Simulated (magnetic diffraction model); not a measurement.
## Magnetic neutron pattern of Cr₂InOs₂

Space group P-3m1 (no. 164), a = 4.0840 Å, c = 5.0440 Å.

| site | atom | x | y | z |
| --- | --- | --- | --- | --- |
| 2d | Os | 2/3 | 1/3 | 0.8419 |
| 1a | In | 0 | 0 | 0 |
| 2d | Cr | 2/3 | 1/3 | 0.3629 |

The compound is invented for this exercise: a known structure type with other elements, its cell scaled to their sizes and not relaxed.

Only Cr is taken to order (form factors of Cr2+); orders and moment sizes are assumed, and not adapted to the symmetry. Radiation: neutrons of λ = 1.594 Å, 8° to 70°; isotropic B of 0.57 Å² (Os), 0.56 Å² (In) and 0.7 Å² (Cr). The intensities are simulated: I ∝ L Σ (|F_N|² + |F_M⊥|²) for unpolarised neutrons, with F_M = 2.695 fm/μB × Σ f(s) S exp(2πi Q·r) exp(−B s²) at Q = H ± k (one set where k and −k are equivalent), only the part normal to Q counting and L = 1/(sin²θ cos θ). For collinear order S is the moment m, which repeats by lattice and centring translations R with the sign exp(−2πi k·R). Form factors are spin-only for 3d ions and dipole or tabulated for f ions, scattering lengths are Sears's of 1992, and absorption is left out. A label names one of the reflections at its angle. The strongest nuclear line in the range is 100, and lines under 0.2 are left out.

Assume the order k = (0 0 0), collinear moments along [120], 1.9 μB on Cr; signs + at (2/3, 1/3, 0.3629), − at (1/3, 2/3, 0.6371).

Predict the pattern, nuclear and magnetic parts apart.

| 2θ (°) | index | nuclear | magnetic |
| --- | --- | --- | --- |
| 18.18 | (0 0 1) | 19.6 | 7.6 |
| 26.05 | (1 0 0) | 25.1 | 5.7 |
| 31.95 | (1 0 1) | 37.3 | 5.0 |
| 36.84 | (0 0 2) | 1.3 | 1.6 |
| 45.68 | (1 0 2) | 100.0 | 0.9 |
| 45.95 | (1 1 0) | 85.9 | 0.0 |
| 49.80 | (1 1 1) | 17.0 | 1.0 |
| 53.58 | (2 0 0) | 6.4 | 0.4 |
| 56.59 | (0 0 3) | 2.2 | 0.1 |
| 57.05 | (2 0 1) | 12.8 | 0.4 |
| 60.29 | (1 1 2) | 3.2 | 0.8 |
| 63.32 | (1 0 3) | 12.2 | 0.5 |
| 66.79 | (2 0 2) | 51.1 | 0.1 |

The strongest magnetic line in the range is (0 0 1) at 18.18° (7.6). On top of the Lorentz factor, which all lines share, magnetic lines fade with angle because f falls: for Cr2+ it is 0.88, 0.62, 0.37 and 0.09 at sin θ/λ = 0.1, 0.2, 0.3 and 0.5 Å⁻¹, while nuclear lengths stay constant. The order has no net moment.
